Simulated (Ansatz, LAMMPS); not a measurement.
# Structural relaxation of amorphous poly(ether ketone) with methanol (capped chains of 2 units), from a frame at 300 K (192 atoms), part 2 of 2

Aim: bring amorphous poly(ether ketone) with methanol (capped chains of 2 units), from a frame at 300 K (192 atoms) to a nearby minimum of the energy and see what moves.

Ansatz 0.2.0; Kohn-Sham DFT, PBEsol, PAW (set soft_2), plane waves.

The cell: 89 C, 17 O and 86 H. The network of contacts between molecules at the start is that of the classical potential that made the cell. The functional has no dispersion term. The Brillouin zone is sampled at Γ only, in a cell whose shortest periodic width is 13 Å.

So far. Step 4 (Cell and atoms relaxed): The relaxation changed the energy by -41.8 meV/atom, and atoms moved by 0.61 Å r.m.s., 2.2 Å at most.

## Step 6: Single point at the relaxed geometry

One more single point at the end of the walk gives the fuller output and checks the residual forces.

input.yaml

```yaml
crystal:
  lattice:
    - [13.12312, -0.05872, 0.18974]
    - [-0.05872, 12.98601, 0.31667]
    - [0.18974, 0.31667, 13.05411]
  atoms:
    - { symbol: C, position: [0.67019, 0.12651, 0.49512] }
    - { symbol: C, position: [0.75606, 0.1752, 0.54869] }
    - { symbol: C, position: [0.75499, 0.17608, 0.65577] }
    - { symbol: C, position: [0.83558, 0.21862, 0.70622] }
    - { symbol: C, position: [0.91988, 0.262, 0.65104] }
    - { symbol: C, position: [0.91968, 0.26404, 0.54378] }
    - { symbol: C, position: [0.83937, 0.22059, 0.49364] }
    - { symbol: C, position: [0.00761, 0.30884, 0.70153] }
    - { symbol: O, position: [0.05824, 0.37907, 0.65728] }
    - { symbol: C, position: [0.03348, 0.26966, 0.80631] }
    - { symbol: C, position: [0.08582, 0.33475, 0.86966] }
    - { symbol: C, position: [0.11001, 0.30223, 0.96858] }
    - { symbol: C, position: [0.08259, 0.20276, 0.00455] }
    - { symbol: C, position: [0.03479, 0.13479, 0.94144] }
    - { symbol: C, position: [0.01008, 0.16869, 0.84304] }
    - { symbol: O, position: [0.10993, 0.1722, 0.10231] }
    - { symbol: C, position: [0.04247, 0.11482, 0.16395] }
    - { symbol: C, position: [0.937, 0.12822, 0.1603] }
    - { symbol: C, position: [0.87405, 0.07132, 0.22921] }
    - { symbol: C, position: [0.91377, 0.00301, 0.30395] }
    - { symbol: C, position: [0.01961, 0.99072, 0.30594] }
    - { symbol: C, position: [0.08367, 0.04564, 0.23615] }
    - { symbol: C, position: [0.84042, 0.94527, 0.37495] }
    - { symbol: O, position: [0.75506, 0.92324, 0.34426] }
    - { symbol: C, position: [0.86836, 0.91811, 0.48153] }
    - { symbol: C, position: [0.94712, 0.96769, 0.53159] }
    - { symbol: C, position: [0.96581, 0.94418, 0.63354] }
    - { symbol: C, position: [0.9048, 0.87083, 0.68944] }
    - { symbol: C, position: [0.82586, 0.82028, 0.64093] }
    - { symbol: C, position: [0.80859, 0.84444, 0.53842] }
    - { symbol: O, position: [0.92687, 0.85434, 0.7888] }
    - { symbol: C, position: [0.86319, 0.78441, 0.84923] }
    [... 154 atom lines left out ...]
    - { symbol: C, position: [0.58986, 0.83434, 0.91266] }
    - { symbol: O, position: [0.61055, 0.72753, 0.92069] }
    - { symbol: H, position: [0.51369, 0.85335, 0.94476] }
    - { symbol: H, position: [0.59199, 0.85923, 0.83069] }
    - { symbol: H, position: [0.64706, 0.88132, 0.95073] }
    - { symbol: H, position: [0.61564, 0.70747, 0.99487] }
kpoints:
  mp_grid: { grid: [1, 1, 1] }
hamiltonian:
  xc: pbesol
scf:
  occupations: { method: fixed }
output:
  forces: true
  stress: true
  populations: true
  dos:
    method: { smearing: { sigma: 0.08 } }
    de: 0.1
    projected: { site_lists: { C: [C], H: [H], O: [O] } }
  eigenvalues: true
  write_density: true
  write_potential: true
  volumetric_format: npy
```

Run with:

```sh
$ ansatz run input.yaml --threads 4 --pin off --max-ram 8192MiB --backend cpu --events-out ev --progress --plain --runs-dir out
```

It took 39 s on 4 threads of Arm Neoverse V2, shared host; peak memory 3 GiB.

The program notes that the exchange-correlation potential is rough where the density is thin.

Numbers from this run:

```
free energy                                      : -32824.0567 eV
free energy per atom                             : -170.9586 eV/atom
SCF cycles                                       : 11
pressure                                         : 0.005592 GPa
r.m.s. force component                           : 0.00375 eV/Å
longest force                                    : 0.03276 eV/Å
Fermi energy                                     : -0.278 eV
gap (highest filled to lowest empty level) : 2.26 eV
spilling of the projection                       : 0.01223
```

Löwdin charges by element and coordination (they lack the spilled electrons, 0.035 e an atom on average):

```csv
element,coordination,atoms,mean charge (e),spread,least,most
C,all,89,-0.0584,0.192,-0.490,0.391
C,3,78,-0.0234,0.174,-0.199,0.391
C,4,11,-0.306,0.109,-0.490,-0.234
H,all,86,0.212,0.0433,0.167,0.387
O,all,17,-0.375,0.118,-0.555,-0.211
O,1,6,-0.391,0.0155,-0.412,-0.369
O,2,11,-0.366,0.146,-0.555,-0.211
```

Density of states as counts of states in windows of 1 eV (from the Fermi level), total and the larger projections:

```
from (eV)  to (eV)  total   C p   H s   O p  C s
      -10       -9   26.6  13.8   3.3   0.7  7.9
       -9       -8   21.8  12.8   3.3   1.8  3.1
       -8       -7   21.9  12.2   2.9   4.8  1.3
       -7       -6   35.2  22.2   3.5   7.2  1.2
       -6       -5   65.9  38.2  13.6   8.3  3.6
       -5       -4   67.3  42.8  10.3  11.7  1.0
       -4       -3   48.5  32.6   7.1   7.4  0.4
       -3       -2   33.7  18.5   6.6   7.7  0.1
       -2       -1   35.5  28.2   1.3   5.4  0.1
       -1        0   37.4  17.1   1.7  17.7  0.4
        0        1    1.1   0.3   0.1   0.7  0.0
        1        2    0.0   0.0   0.0   0.0  0.0
        2        3   12.0   8.8   0.2   2.6  0.1
        3        4   21.2  19.3   0.3   0.2  0.1
        4        5   18.5  13.8   1.6   0.4  0.6
```

The curve was stored every 0.10 eV, coarse against its broadening of 0.08 eV, so these counts are rough.

With fixed occupations the program's Fermi level is the highest filled level; weight inside the gap is the broadening of levels at its edges.

Between -23 and -10 eV lie 149 more states.

The levels nearest the highest filled one (over half full), pooled over k-points and spins:

```csv
level less the highest filled one (eV),occupation
-0.303,2
-0.293,2
-0.219,2
-0.103,2
-0.0521,2
0,2
2.26,0
2.42,0
2.52,0
2.66,0
2.74,0
2.9,0
```

Electrostatic potential energy in the bc plane at fractional x = 0.305, with atoms of C and H and O within 0.2 Å of it. With pseudopotentials it is smooth inside the atoms' cores, unlike the true potential.

Values in eV, 13 rows by 16 columns, each cell a mean:
```
  5   3   4   5   5   4  -4   4   6   4   2   3   6   6   4   6
  6   5   5   5   4  -1  -3   3   5   5   5   4   4 -13 -33   4
  4   4   5   5   4  -1  -1  -1 -12  -2   1 -21 -22 -35 -23   3
  0   3   5   5   4   0 -26 -33 -35 -13   2 -11 -13  -7 -15 -11
  4   4   4   5   5   5   0  -2   2   4   5   5   4   0 -15  -4
  1   3   4   5   5   5   5   5   5   5   5   5   2 -15 -16  -6
  0   3   3   4   5   5   5   1 -19  -8   4   5   5   4   3  -2
  4   4  -2  -2   5   5   5   2 -23 -17  -5   0   5   5   4   3
  5   5   4   4   4   0   2   4   4   0 -20 -33  -2   5   5   5
  5   5   5   5   1 -34 -26 -15   4   5   2  -5  -8   4   5   5
 -9   5   5   5   2 -20  -2   3   5   3   0   5   5   5   5  -6
  0   4   5   5   4   3   5   6   3 -13 -16   5   6   6   5   2
  4   3   5   5   5   5   6   4 -14 -26 -24  -1   6   6   6   6
```
Columns run along b (13.0 Å; values clipped at the 3rd and 97th percentile), rows up along c (13.1 Å). Atoms in or near the plane, at fractional coordinates: C at (0.54, 0.45), C at (0.36, 0.25), H at (0.75, 0.29), H at (0.44, 0.25), H at (0.33, 0.18), C at (0.85, 0.79), C at (0.74, 0.77), C at (0.53, 0.74), O at (0.43, 0.71), H at (0.83, 0.58), H at (0.00, 0.16), C at (0.61, 0.05), H at (0.63, 0.13).

Valence density in the bc plane at fractional x = 0.305, with atoms of C and H and O within 0.2 Å of it. It is the smooth field of the valence electrons, not physical close to the nuclei.

Values in e/Å³, 13 rows by 16 columns, each cell a mean:
```
0.0 0.1 0.0 0.0 0.1 0.1 0.3 0.1 0.1 0.1 0.2 0.1 0.0 0.2 0.3 0.1
0.0 0.0 0.0 0.0 0.1 0.4 0.5 0.1 0.0 0.1 0.1 0.1 0.1 1.5 3.6 0.4
0.2 0.1 0.0 0.0 0.1 0.4 0.4 0.4 0.7 0.4 0.3 1.2 1.3 1.7 1.4 0.2
0.4 0.2 0.0 0.0 0.1 0.3 3.0 3.5 1.4 0.8 0.2 0.7 0.8 0.6 1.0 0.7
0.1 0.2 0.1 0.0 0.0 0.0 0.5 0.7 0.2 0.1 0.1 0.1 0.1 0.3 0.9 0.6
0.3 0.2 0.1 0.0 0.0 0.0 0.0 0.0 0.1 0.0 0.0 0.0 0.1 0.8 0.9 0.7
0.3 0.1 0.2 0.1 0.0 0.0 0.0 0.2 1.0 0.6 0.1 0.0 0.0 0.0 0.1 0.5
0.1 0.0 0.3 0.3 0.0 0.0 0.0 0.2 1.0 1.2 0.7 0.3 0.1 0.0 0.0 0.1
0.0 0.0 0.0 0.0 0.1 0.3 0.2 0.1 0.1 0.4 1.3 1.5 0.4 0.0 0.0 0.0
0.0 0.0 0.0 0.0 0.2 1.5 1.5 0.7 0.0 0.0 0.2 0.6 0.5 0.0 0.0 0.0
0.6 0.1 0.0 0.0 0.2 1.1 0.5 0.1 0.0 0.1 0.2 0.0 0.0 0.0 0.0 0.4
0.3 0.1 0.0 0.0 0.0 0.1 0.0 0.1 0.4 0.9 1.0 0.1 0.0 0.0 0.0 0.2
0.1 0.1 0.0 0.0 0.0 0.0 0.0 0.4 1.4 1.3 1.4 0.3 0.0 0.0 0.0 0.0
```
Columns run along b (13.0 Å), rows up along c (13.1 Å). Atoms in or near the plane, at fractional coordinates: C at (0.54, 0.45), C at (0.36, 0.25), H at (0.75, 0.29), H at (0.44, 0.25), H at (0.33, 0.18), C at (0.85, 0.79), C at (0.74, 0.77), C at (0.53, 0.74), O at (0.43, 0.71), H at (0.83, 0.58), H at (0.00, 0.16), C at (0.61, 0.05), H at (0.63, 0.13).

Mean Löwdin charges: C -0.06, H +0.21, O -0.37 e (they miss 1.2 % of the electrons, so they add up to more than the cell's charge).

A closer look about O164, one of the 17 O atoms: 9 atoms, nearest first, numbered in the order of the input, with positions taken from that point.

| atom | x | y | z | distance (Å) | bonds | Löwdin charge (e) |
| --- | --- | --- | --- | --- | --- | --- |
| O164 | 0.00 | 0.00 | 0.00 | 0.00 | 2 | -0.51 |
| H168 | -0.49 | -0.48 | 0.74 | 1.01 | 1 | 0.37 |
| C163 | -0.20 | 1.39 | 0.16 | 1.42 | 4 | -0.24 |
| H174 | 1.63 | -0.44 | -0.20 | 1.70 | 1 | 0.37 |
| H167 | 0.22 | 1.91 | -0.72 | 2.05 | 1 | 0.21 |
| H166 | -1.28 | 1.64 | 0.22 | 2.09 | 1 | 0.18 |
| H165 | 0.30 | 1.79 | 1.07 | 2.10 | 1 | 0.17 |
| O182 | -1.36 | -1.29 | 1.87 | 2.65 | 2 | -0.50 |
| O170 | 2.60 | -0.65 | -0.34 | 2.70 | 2 | -0.55 |

The column of bonds counts only the pairs C-C within 1.85 Å, C-H within 1.34 Å, C-O within 1.73 Å, H-O within 1.21 Å; other neighbours, such as metal atoms beside each other in a compound, aren't counted, and periodic images can show an atom twice.

## Step 7: Other settings

Changed here: magnetization.spin_polarized = true, scf.occupations.method = "methfessel_paxton", scf.occupations.width = 0.025, total_charge = 1 and starting moments = "other".

input.yaml

```yaml
crystal:
  lattice:
    - [12.76779, 0.0, 0.0]
    - [0.0, 12.76779, 0.0]
    - [0.0, 0.0, 12.76779]
  atoms:
    - { symbol: C, position: [0.66666, 0.10796, 0.4825], spin: 0.2 }
    - { symbol: C, position: [0.75436, 0.15381, 0.54794], spin: 0.2 }
    - { symbol: C, position: [0.74264, 0.15336, 0.65753], spin: 0.2 }
    - { symbol: C, position: [0.82129, 0.20048, 0.71695], spin: 0.2 }
    - { symbol: C, position: [0.90115, 0.25688, 0.67244], spin: 0.2 }
    - { symbol: C, position: [0.8972, 0.26823, 0.5626], spin: 0.2 }
    - { symbol: C, position: [0.8291, 0.21124, 0.49868], spin: 0.2 }
    - { symbol: C, position: [0.98836, 0.30373, 0.73143], spin: 0.2 }
    - { symbol: O, position: [0.02317, 0.38739, 0.70322], spin: 0.2 }
    - { symbol: C, position: [0.01752, 0.26164, 0.83443], spin: 0.2 }
    - { symbol: C, position: [0.05884, 0.33573, 0.90408], spin: 0.2 }
    - { symbol: C, position: [0.08312, 0.29984, 0.00531], spin: 0.2 }
    - { symbol: C, position: [0.08354, 0.1894, 0.02728], spin: 0.2 }
    - { symbol: C, position: [0.05416, 0.1209, 0.95359], spin: 0.2 }
    - { symbol: C, position: [0.02143, 0.15532, 0.85541], spin: 0.2 }
    - { symbol: O, position: [0.11964, 0.16154, 0.12631], spin: 0.2 }
    - { symbol: C, position: [0.05281, 0.09975, 0.18394], spin: 0.2 }
    - { symbol: C, position: [0.94651, 0.12173, 0.1909], spin: 0.2 }
    - { symbol: C, position: [0.88875, 0.0683, 0.2591], spin: 0.2 }
    - { symbol: C, position: [0.93341, 0.98994, 0.32382], spin: 0.2 }
    - { symbol: C, position: [0.03291, 0.95337, 0.30563], spin: 0.2 }
    - { symbol: C, position: [0.09317, 0.01185, 0.23544], spin: 0.2 }
    - { symbol: C, position: [0.85688, 0.93261, 0.39162], spin: 0.2 }
    - { symbol: O, position: [0.77304, 0.90593, 0.35031], spin: 0.2 }
    - { symbol: C, position: [0.88413, 0.89773, 0.49622], spin: 0.2 }
    - { symbol: C, position: [0.96579, 0.94721, 0.55032], spin: 0.2 }
    - { symbol: C, position: [0.9888, 0.91579, 0.6519], spin: 0.2 }
    - { symbol: C, position: [0.92451, 0.8458, 0.69985], spin: 0.2 }
    - { symbol: C, position: [0.8438, 0.79424, 0.65303], spin: 0.2 }
    - { symbol: C, position: [0.82248, 0.82354, 0.54943], spin: 0.2 }
    - { symbol: O, position: [0.95048, 0.8176, 0.80367], spin: 0.2 }
    - { symbol: C, position: [0.86403, 0.82956, 0.87196], spin: 0.2 }
    [... 154 atom lines left out ...]
    - { symbol: C, position: [0.57966, 0.84837, 0.90741], spin: 0.2 }
    - { symbol: O, position: [0.62516, 0.7537, 0.88146], spin: 0.2 }
    - { symbol: H, position: [0.49606, 0.8492, 0.88443], spin: 0.2 }
    - { symbol: H, position: [0.62394, 0.91201, 0.86476], spin: 0.2 }
    - { symbol: H, position: [0.59088, 0.85994, 0.99379], spin: 0.2 }
    - { symbol: H, position: [0.59767, 0.70581, 0.93698], spin: 0.2 }
kpoints:
  mp_grid: { grid: [1, 1, 1] }
hamiltonian:
  xc: pbesol
scf:
  occupations: { method: methfessel_paxton, width: 0.025 }
output:
  forces: true
  stress: true
  populations: true
  dos:
    method: { smearing: { sigma: 0.1 } }
    de: 0.1
    projected: { site_lists: { C: [C], H: [H], O: [O] } }
  eigenvalues: true
magnetization:
  spin_polarized: true
total_charge: 1
```

Elapsed: 2.2 min, on 4 threads; peak memory 5.1 GiB.

The program notes that starting moments were not kept and the stability of the SCF solution was not settled.

Geometry and reference: those of the single point at the start.

Forces differ from those of the single point at the start by 51 meV/Å r.m.s., 5.5 % of their size. It took 3.5 times the reference's time (shared host, so rough).

## Step 8: Outcome

```yaml
energy_change_in_the_relaxation: -41.77 meV/atom
r_m_s_displacement: 0.612 Å
largest_displacement: 2.162 Å
free_energy_per_atom: -170.9586 eV/atom
pressure: 0.005592 GPa
r_m_s_force_component: 0.00375 eV/Å
spacing_of_highest_filled_and_lowest_empty_level: 2.26 eV
wall_time_of_the_4_dft_runs: 14 min
```

**Reading.** Relaxation lowers the energy by 41.8 meV/atom and moves atoms by 0.61 Å r.m.s.; the r.m.s. force component goes from 0.94 to 0.0037 eV/Å, the pressure goes from 2.2 to 0.0056 GPa, and the gap from 2.32 to 2.26 eV. Displacements are taken in the final cell, so they leave out its strain. By the final cutoffs no bond was broken or made. The functional lacks dispersion, which holds such a cell together, so the relaxed volume is likely too large. The cell grew by 6.8 % in volume. First to last step the energy falls by 8.020 eV, across changes of basis; the largest move, 2.16 Å, is that of H167. The H-O bonds change most in mean length: from 0.983 Å (spread 0.016) to 0.999 Å (spread 0.005). With the cutoffs above, 88 % of C atoms have 3, all H atoms have 1 and 65 % of O atoms have 2 bonded neighbours. The highest filled and lowest empty levels differ by 2.26 eV (at Γ alone); a semilocal functional tends to put such gaps too low. It is the spacing of short capped chains, not of the long polymer. In a disordered cell it changes from sample to sample, and tail or defect levels can set it.

Caveats: The network of contacts between molecules at the start is that of the classical potential that made the cell; in DFT atoms moved by 0.61 Å r.m.s. Charged cells carry a uniform neutralising background, with no correction for images.

[Logs are printed without paths, hosts, clocks, repeated set-up lines and the standing remarks that a program may print on its own settings, such as how far it seeks lower states.]

[Hosts, paths, dates, database ids (printed as entryN), source tags and the programs' standing remarks are cut or masked in the printed files.]
